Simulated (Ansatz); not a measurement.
## (NaCl)2(LiBr)1 [001] superlattice, started as rocksalt type: from the cell to its phonons

Wanted: vibrations and spectra of (NaCl)2(LiBr)1 [001] superlattice, started as rocksalt type; the cell is already relaxed.

Program: Ansatz 0.2.0. Level of theory: DFT PBEsol, scalar-relativistic, plane waves, PAW. Results are calculated unless marked as measured.

The structure was built from a prototype and need not be the compound's stable phase.

**1. The structure**

It takes space group I4/mmm (No. 139, tetragonal). Conventional cell: a = 3.915 Å, b = 3.915 Å, c = 16.707 Å, α = 90.00°, β = 90.00°, γ = 90.00°. Nearest to Br lie 4 Li at 2.77 Å and 2 Na at 2.85 Å. Nearest to Cl lie 1 Li at 2.71 Å and 5 Na at 2.77 to 2.80 Å. Nearest to Li lie 2 Cl at 2.71 Å and 4 Br at 2.77 Å. Nearest to Na lie 5 Cl at 2.77 to 2.80 Å and 1 Br at 2.85 Å. Farther neighbours and most contacts between anions are not listed.

Structure file:

```cif
data_structure
_symmetry_space_group_name_H-M 'I4/mmm'
_symmetry_Int_Tables_number 139
_cell_length_a 3.9149
_cell_length_b 3.9149
_cell_length_c 16.7069
_cell_angle_alpha 90.000
_cell_angle_beta 90.000
_cell_angle_gamma 90.000
_cell_volume 256.06
loop_
_atom_site_label
_atom_site_type_symbol
_atom_site_symmetry_multiplicity
_atom_site_Wyckoff_symbol
_atom_site_fract_x
_atom_site_fract_y
_atom_site_fract_z
_atom_site_occupancy
Br1 Br 2 b 0.50000 0.50000 0.00000 1
Cl1 Cl 4 e 0.00000 0.00000 0.16216 1
Li1 Li 2 a 0.00000 0.00000 0.00000 1
Na1 Na 4 e 0.00000 0.00000 0.67045 1
```

**2. Linear response at the zone centre**

The cell comes from relaxations at this level that are not shown. The zone centre is the only wavevector solved here; it holds the modes that light can see, as far as symmetry allows. The response to a homogeneous field gives the Born charges and the dielectric tensor, and its change with displacement the Raman tensors.

input.yaml

```yaml
crystal:
  lattice:
    - [2.7682598168, 2.7682598168, 0.0]
    - [-2.7682598168, 2.7682598168, 0.0]
    - [2.7682598168, 0.0, 8.353465944]
  atoms:
    - { symbol: Br, position: [0.1666666667, 0.8333333333, 0.6666666667] }
    - { symbol: Cl, position: [0.5045115803, 0.4954884197, -0.0090231606] }
    - { symbol: Cl, position: [0.8288217531, 0.1711782469, 0.3423564939] }
    - { symbol: Li, position: [0.6666666667, 0.3333333333, 0.6666666667] }
    - { symbol: Na, position: [-0.0037874476, 0.0037874476, 0.0075748951] }
    - { symbol: Na, position: [0.3371207809, 0.6628792191, 0.3257584382] }
kpoints:
  mp_grid: { grid: [8, 8, 8] }
hamiltonian:
  xc: pbesol
scf:
  occupations: { method: fixed }
output:
  eigenvalues: true
phonons:
  method: dfpt
  dielectric: true
  rigid_motions: translations
  raman: true
```

The run is started by

```sh
ansatz run input.yaml --threads 4 --pin off --max-ram 14336MiB --backend cpu --events-out ev --progress --plain --runs-dir out
```

Numbers of over 12 decimals in the logs are rounded to 6 here.

The log of the run:

```text
Warning: crystal.symmetry: narrowed to the stabiliser of the run's FFT grids — unitary ops 16 → 4. A phonons.method: dfpt run fills in the rows of the dynamical matrix that it does not solve by its symmetry operations, which is exact only for operations that map its FFT grids onto themselves: filled in by any other, the frequencies could depend on the order in which like atoms are typed, or, by more than the grids' own error, on where the crystal sits among the grids' points. Excluded: 12 operations. The run can therefore solve more perturbations, solve them on more k-points, or both, and cost more. [rest of the remark cut]
Engine: ansatz 0.2.0, aarch64-unknown-linux-gnu
Pseudopotentials: kind: paw
Pseudopotential: Br, paw, valence charge 7, recommended cutoff 420 eV (normal), Br.paw.azcp
Pseudopotential: Cl, paw, valence charge 7, recommended cutoff 420 eV (normal), Cl.paw.azcp
Pseudopotential: Li, paw, valence charge 3, recommended cutoff 420 eV (normal), Li.paw.azcp
Pseudopotential: Na, paw, valence charge 9, recommended cutoff 420 eV (normal), Na.paw.azcp
Functional definition: PBEsol
  exchange = pbesol_x
  correlation = pbesol_c
Crystal: 6 atoms, lattice volume = 128.030 Å³
Basis set: ecut = 420 eV, 2543 PW (Γ), exchange–correlation on 54×54×120 points (8 copies of the dense FFT grid, shifted against one another)
Bands: 27, of which v1, the nominal top of the filled ones, is band 21 counted from 1 (20 counted from 0)
Symmetry: 16 space group operations
k-points: 260 of 512 (irreducible under 1 space group operation, time reversal used)
Non-local potential: Br, projectors of the file, l = 0: 2, l = 1: 2, l = 2: 2
Non-local potential: Cl, projectors of the file, l = 0: 2, l = 1: 2, l = 2: 2
Non-local potential: Li, projectors of the file, l = 0: 3, l = 1: 2, l = 2: 1
Non-local potential: Na, projectors of the file, l = 0: 3, l = 1: 2, l = 2: 1
PAW form: soft (Blöchl's): semilocal exchange-correlation on the pseudo side does not see the compensation charge
PAW frozen core: Br, regenerated for the run's functional, and the local potential with it (the file was generated under x = pbe(κ = 0.804, μ = 0.219515), c = pbe(β = 0.066725))
PAW frozen core: Cl, regenerated for the run's functional, and the local potential with it (the file was generated under x = pbe(κ = 0.804, μ = 0.219515), c = pbe(β = 0.066725))
PAW frozen core: Na, regenerated for the run's functional, and the local potential with it (the file was generated under x = pbe(κ = 0.804, μ = 0.219515), c = pbe(β = 0.066725))
PAW one-centre angular grid: Br, 110 points (default); XC on 64 Gauss nodes
PAW one-centre angular grid: Cl, 110 points (default); XC on 64 Gauss nodes
PAW one-centre angular grid: Li, 110 points (default); XC on 64 Gauss nodes
PAW one-centre angular grid: Na, 110 points (default); XC on 64 Gauss nodes
Initial density: superposition of atomic densities (neutral atoms: chi_scale 0, normalization atom), corrected by the library's trained network
Initial wavefunctions: pseudopotential atomic-orbital guess
Functional: x = pbesol(κ = 0.804, μ = 0.123457), c = pbesol(β = 0.046)
SCF iter   1: F=—  HF=-8023.092450 eV  |F-HF|=—  |Δ(HF+E_count)|=         —  Δρ=3.57e-3  dr2=2.33e-2  ethr=1.77e-3  ⟨swp⟩=5.4  Hψ=26279  notcnv=0  defer=987
preconditioner: auto → Resta (q_TF=auto, 2.266 Å⁻¹)  ε∞=2.8  [insulator: Δε(μ)=4.757 eV  Ē_g=12.004 eV  n_scr=22 (ndim 8)  ℏωp=16.1 eV  f_vac=0.003  ε∞_Penn≈2.8]
SCF iter   2: F=—  HF=-8023.084716 eV  |F-HF|=—  |Δ(HF+E_count)|=   7.73e-3  Δρ=1.24e-3  dr2=2.91e-3  ethr=5.55e-5  ⟨swp⟩=2.3  Hψ=12413  notcnv=0  defer=1040
SCF iter   3: F=—  HF=-8023.084124 eV  |F-HF|=—  |Δ(HF+E_count)|=   5.92e-4  Δρ=3.93e-4  dr2=2.08e-4  ethr=6.93e-6  ⟨swp⟩=2.0  Hψ=9554  notcnv=0  defer=1040
SCF iter   4: F=—  HF=-8023.084178 eV  |F-HF|=—  |Δ(HF+E_count)|=   5.39e-5  Δρ=6.42e-5  dr2=5.76e-6  ethr=4.95e-7  ⟨swp⟩=2.0  Hψ=9042  notcnv=0  defer=1040
[...]
softest optical mode at Γ: 62.47 cm⁻¹; the repairs (sum rule, projections) moved no ω² at Γ by more than (3.58 cm⁻¹)²
  Born effective charges Z* (e; rows j = field, columns β = displacement):
    site 0:
        -1.21984   -0.00000    0.00000
        -0.00000   -1.21984    0.00000
         0.00000    0.00000   -0.88978
    site 1:
        -1.09548    0.00000    0.00000
         0.00000   -1.09548    0.00000
[...]
site 2:
[...]
site 3:
[...]
site 4:
[...]
-0.00000    1.07379   -0.00000
         0.00000   -0.00000    1.13071
    site 5:
         1.07379   -0.00000    0.00000
        -0.00000    1.07379    0.00000
         0.00000    0.00000    1.13071
  Z* charge neutrality: 7.671e-5 e pre-enforcement
  k-mesh period / interband length: 31.3 Å / 1.47 Å = 21.29 at k = (0.0000, -0.5000, 0.0000), direct gap 6.199 eV — 14 or more, which is no proof of convergence
  Raman tensors (in the event stream and the table raman_tensors.tsv): an entry may err by 5.3e-2 Å², one of the second-order susceptibility by 7.8e-20 pm/V (basis, points and sum rule); their sum over the sites missed zero by 5.551e-17 Å² ahead of its enforcement
  optical modes at Γ without the LO–TO term, one row a degenerate level:
      ω (cm⁻¹)  modes    IR ((D/Å)²/amu)  static Raman (Å⁴/amu)  depolarisation
         62.47      2             0.4840                 0.0000               —
         73.74      2             0.0000                 0.0418           0.750
         79.63      1             5.7959                 0.0000               —
        148.70      1             0.0000                 0.3890           0.006
        152.34      2            10.3506                 0.0000               —
        155.81      1             2.5078                 0.0000               —
        183.58      2             8.3866                 0.0000               —
        185.23      1             0.0000                 0.6632           0.005
        187.31      2             0.0000                 0.0431           0.750
        192.93      1             0.5389                 0.0000               —
  optical modes at Γ + LO–TO along q̂ = [1.0000, 0.0000, 0.0000]:
      ω (cm⁻¹)  modes    IR ((D/Å)²/amu)  static Raman (Å⁴/amu)  depolarisation
         62.47      1             0.2420                 0.0000               —
         65.68      1             0.0204                 0.0000               —
         73.74      2             0.0000                 0.0418           0.750
         79.63      1             5.7959                 0.0000               —
        148.70      1             0.0000                 0.3890           0.006
        152.34      1             5.1753                 0.0000               —
        155.81      1             2.5078                 0.0000               —
        168.90      1             0.0870                 0.0000               —
        183.58      1             4.1933                 0.0000               —
        185.23      1             0.0000                 0.6632           0.005
        187.31      2             0.0000                 0.0431           0.750
        192.93      1             0.5389                 0.0000               —
[...]
optical modes at Γ + LO–TO along q̂ = [0.0000, 1.0000, 0.0000]:
      ω (cm⁻¹)  modes    IR ((D/Å)²/amu)  static Raman (Å⁴/amu)  depolarisation
[...]
73.74      2             0.0000                 0.0418           0.750
[...]
148.70      1             0.0000                 0.3890           0.006
[...]
185.23      1             0.0000                 0.6632           0.005
        187.31      2             0.0000                 0.0431           0.750
[...]
optical modes at Γ + LO–TO along q̂ = [0.0000, 0.0000, 1.0000]:
      ω (cm⁻¹)  modes    IR ((D/Å)²/amu)  static Raman (Å⁴/amu)  depolarisation
[...]
73.74      2             0.0000                 0.0418           0.750
        130.49      1             0.2887                 0.0000               —
        148.70      1             0.0000                 0.3890           0.006
        152.34      2            10.3506                 0.0000               —
        183.58      2             8.3866                 0.0000               —
        185.23      1             0.0000                 0.6632           0.005
        187.31      2             0.0000                 0.0431           0.750
        187.52      1             0.1856                 0.0000               —
        260.27      1             8.3681                 0.0000               —
[key lines of the parts left out:]
SCF converged after 8 iterations
Free energy (F): -8023.084183 eV
Fermi energy:    1.793154 eV
```

Run time: 15 min. Hardware: 4 threads of Arm Neoverse V2, shared host; peak memory 3.7 GiB.

Reading the cycles: dr2 is the Hartree energy of the density residual (eV), the measure of convergence; HF is the Harris–Foulkes estimate of the energy, which meets the free energy F at convergence.

Numbers from this step:

| Quantity | Value |
| --- | --- |
| gap on the k-mesh | 4.690 eV |
| volume per atom | 21.34 Å³ |
| sum-rule residual before enforcement | 8.85e-4 eV/Å² |
| miss of the charge sum rule | 7.67e-5 e |
| point group | 4/mmm |
| highest optical mode at the zone centre (no LO-TO term) | 192.9 cm⁻¹ |
| lowest optical zone-centre mode | 62.47 cm⁻¹ |
| mean high-frequency dielectric constant | 2.853 |
| largest Born charge (third of the trace) | 1.210 e |
| mean static dielectric constant | 13.13 |
| top of the zone-centre spectrum with the field | 289.5 cm⁻¹ |

Without the LO-TO term. Patterns of degenerate modes are one choice out of their space. Modes at Γ, with each element's share of the kinetic energy:

```
mode  frequency (cm⁻¹)  symmetry  Br %  Cl %  Li %  Na %
   1               0.0  acoustic    39    35     3    23
   2               0.0  acoustic    39    35     3    23
   3               0.0  acoustic    39    35     3    23
   4              62.5        Eu    58    21     0    21
   5              62.5        Eu    58    21     0    21
   6              73.7        Eg     0    56     0    44
   7              73.7        Eg     0    56     0    44
   8              79.6       A2u     8    42    47     2
   9             148.7       A1g     0    98     0     2
  10             152.3        Eu     3     0    96     1
  11             152.3        Eu     3     0    96     1
  12             155.8       A2u    52     8    22    18
  13             183.6        Eu     0    44     0    55
  14             183.6        Eu     0    44     0    55
  15             185.2       A1g     0     2     0    98
  16             187.3        Eg     0    44     0    56
  17             187.3        Eg     0    44     0    56
  18             192.9       A2u     0    15    27    57
```

Displacements in mode 5 (62.5 cm⁻¹), the largest set to 1:
```
Br1  1.00  0.00  0.00
Cl2 -0.64  0.00  0.00
Cl3 -0.64  0.00  0.00
Li4  0.26  0.00  0.00
Na5 -0.80  0.00  0.00
Na6 -0.80  0.00  0.00
```

Displacements in mode 17 (187.3 cm⁻¹), the largest set to 1:
```
Br1  0.00  0.00  0.00
Cl2  0.71 -0.05  0.00
Cl3 -0.71  0.05  0.00
Li4  0.00  0.00  0.00
Na5 -1.00  0.07  0.00
Na6  1.00 -0.07  0.00
```

Optical modes at the zone centre, without and with the macroscopic field of the longitudinal modes; each column is sorted by frequency, so a row need not hold one and the same mode. Modes with and without the field, by row:

```
rank among optical modes  no field (cm⁻¹)  q along (1, 0, 0) (cm⁻¹)  q along (0, 0, 1) (cm⁻¹)
                       1             62.5                      62.5                      62.5
                       2             62.5                      65.7                      62.5
                       3             73.7                      73.7                      73.7
                       4             73.7                      73.7                      73.7
                       5             79.6                      79.6                     130.5
                       6            148.7                     148.7                     148.7
                       7            152.3                     152.3                     152.3
                       8            152.3                     155.8                     152.3
                       9            155.8                     168.9                     183.6
                      10            183.6                     183.6                     183.6
                      11            183.6                     185.2                     185.2
                      12            185.2                     187.3                     187.3
                      13            187.3                     187.3                     187.3
                      14            187.3                     192.9                     187.5
                      15            192.9                     289.5                     260.3
```

Born charge (rows field, columns displacement) (e), principal values of the symmetric part by kind of site:

```
atom  atoms with these values    low  middle   high   mean
 Br1                        1  -1.22   -1.22  -0.89  -1.11
 Cl2                        2  -1.24   -1.10  -1.10  -1.14
 Li4                        1   1.10    1.26   1.26   1.21
 Na5                        2   1.07    1.07   1.13   1.09
```

In full for Cl2:

```
-1.10  0.00  0.00
 0.00 -1.10  0.00
 0.00  0.00 -1.24
```

High-frequency dielectric tensor:

```
2.87 0.00 0.00
0.00 2.87 0.00
0.00 0.00 2.83
```

Static dielectric tensor (ions relaxed, fixed cell):

```
 9.69  0.00  0.00
 0.00  9.69  0.00
 0.00  0.00 20.02
```

Transverse modes. Lines of the infrared spectrum (strongest = 100):

```
position (cm⁻¹)  relative intensity
             62                 4.7
             74                 0.0
             80                  56
            149                 0.0
            152                 100
            156                  24
            184                  81
            185                 0.0
            187                 0.0
            193                 5.2
```

Activity x (w_L - w)^4 (n + 1)/w, 532 nm, 300 K; modes without the macroscopic field alone. Lines of the Raman spectrum (strongest = 100):

```
position (cm⁻¹)  relative intensity
             62                 0.0
             74                  32
             80                 0.0
            149                  85
            152                 0.0
            156                 0.0
            184                 0.0
            185                 100
            187                 6.4
            193                 0.0
```

Before it was imposed, the acoustic sum rule was missed by 8.8e-4 eV/Å² and the charge sum rule by 7.7e-5 e. Small misses are needed for a sound result but don't prove that mesh and cutoff are converged. The lowest optical mode is real, 62.5 cm⁻¹.

**3. Isotope substitution, element Br, natural mass 79.904 amu**

An isotope changes the mass and not the force constants, so no new electronic calculation is needed; the shifts show which modes move this element.

The same force constants with the mass of Br changed from 79.904 to 80.916 u (phonopy, no LO-TO term). Both lists are sorted by frequency; levels can cross, so a row need not hold one and the same mode. Modes under 3 cm⁻¹ are left out. Isotope shifts, by row:

```
    q  rank  natural mass (cm⁻¹)  changed mass (cm⁻¹)
0 0 0     4                62.47                62.25
0 0 0     5                62.47                62.25
0 0 0     6                73.74                73.74
0 0 0     7                73.74                73.74
0 0 0     8                79.63                79.59
0 0 0     9                148.7                148.7
0 0 0    10                152.3                152.3
0 0 0    11                152.3                152.3
0 0 0    12                155.8                155.3
0 0 0    13                183.6                183.6
0 0 0    14                183.6                183.6
0 0 0    15                185.2                185.2
0 0 0    16                187.3                187.3
0 0 0    17                187.3                187.3
0 0 0    18                192.9                192.9
```

A mode of this element alone would shift by -0.63 %. The highest zone-centre frequency without the field goes from 192.9 to 192.9 cm⁻¹ (+0.0 %). The product of the frequency ratios over all optical modes at Γ is 0.989; the product rule, (m/m′)^(3k/2) (M′/M)^(3/2) with k = 1 such atoms and M the mass of the cell, gives 0.989.

**4. Isotope substitution, element Cl, natural mass 35.45 amu**

The same for Cl, from 35.45 to 36.97 u.

A mode of this element alone would shift by -2.07 %. The highest zone-centre frequency without the field goes from 192.9 to 192.3 cm⁻¹ (-0.3 %). The product of the frequency ratios over all optical modes at Γ is 0.902; the product rule, (m/m′)^(3k/2) (M′/M)^(3/2) with k = 2 such atoms and M the mass of the cell, gives 0.902.

**5. Isotope substitution, element Li, natural mass 6.94 amu**

The same for Li, from 6.94 to 6.02 u.

A mode of this element alone would shift by +7.41 %. The highest zone-centre frequency without the field goes from 192.9 to 197.2 cm⁻¹ (+2.2 %). The product of the frequency ratios over all optical modes at Γ is 1.231; the product rule, (m/m′)^(3k/2) (M′/M)^(3/2) with k = 1 such atoms and M the mass of the cell, gives 1.231.

**6. Outcome**

| Property | Result |
| --- | --- |
| space group (within 0.01 Å) | I4/mmm |
| volume per atom | 21.3 Å³ |
| gap on the k-mesh | 4.69 eV |
| highest optical mode at the zone centre (no LO-TO term) | 193 cm⁻¹ |
| top of the zone-centre spectrum with the field | 290 cm⁻¹ |
| lowest optical zone-centre mode | 62.5 cm⁻¹ |
| mean high-frequency dielectric constant | 2.85 |
| mean static dielectric constant | 13.1 |
| largest Born charge (third of the trace) | 1.21 e |
| imaginary modes at Γ (the only wavevector solved) | none |

What this shows: The structure is stable against zone-centre distortions, since no mode there is imaginary; other wavevectors were not solved, so zone-boundary instabilities are untested. Without the field, the optical modes at Γ span 62 to 193 cm⁻¹. No dispersion was computed. With the macroscopic field of the longitudinal modes the top of the zone-centre spectrum lies at 290 cm⁻¹, against 193 cm⁻¹ without it. Lattice motion raises the mean dielectric constant from 2.853 to 13.13. The strongest infrared line is at 152 cm⁻¹. Averaged over orientations, the strongest Raman line at 532 nm and 300 K is at 185 cm⁻¹. The starting cell was built on a prototype and not taken from a measurement, so the phase need not exist. These are harmonic frequencies at zero temperature: anharmonic shifts, linewidths and thermal expansion are left out.

[Logs are printed without paths, hosts, clocks, repeated set-up lines and the standing remarks that a program may print on its own settings, such as how far it seeks lower states.]

[Hosts, paths, dates, database ids (printed as entryN), source tags and the programs' standing remarks are cut or masked in the printed files.]
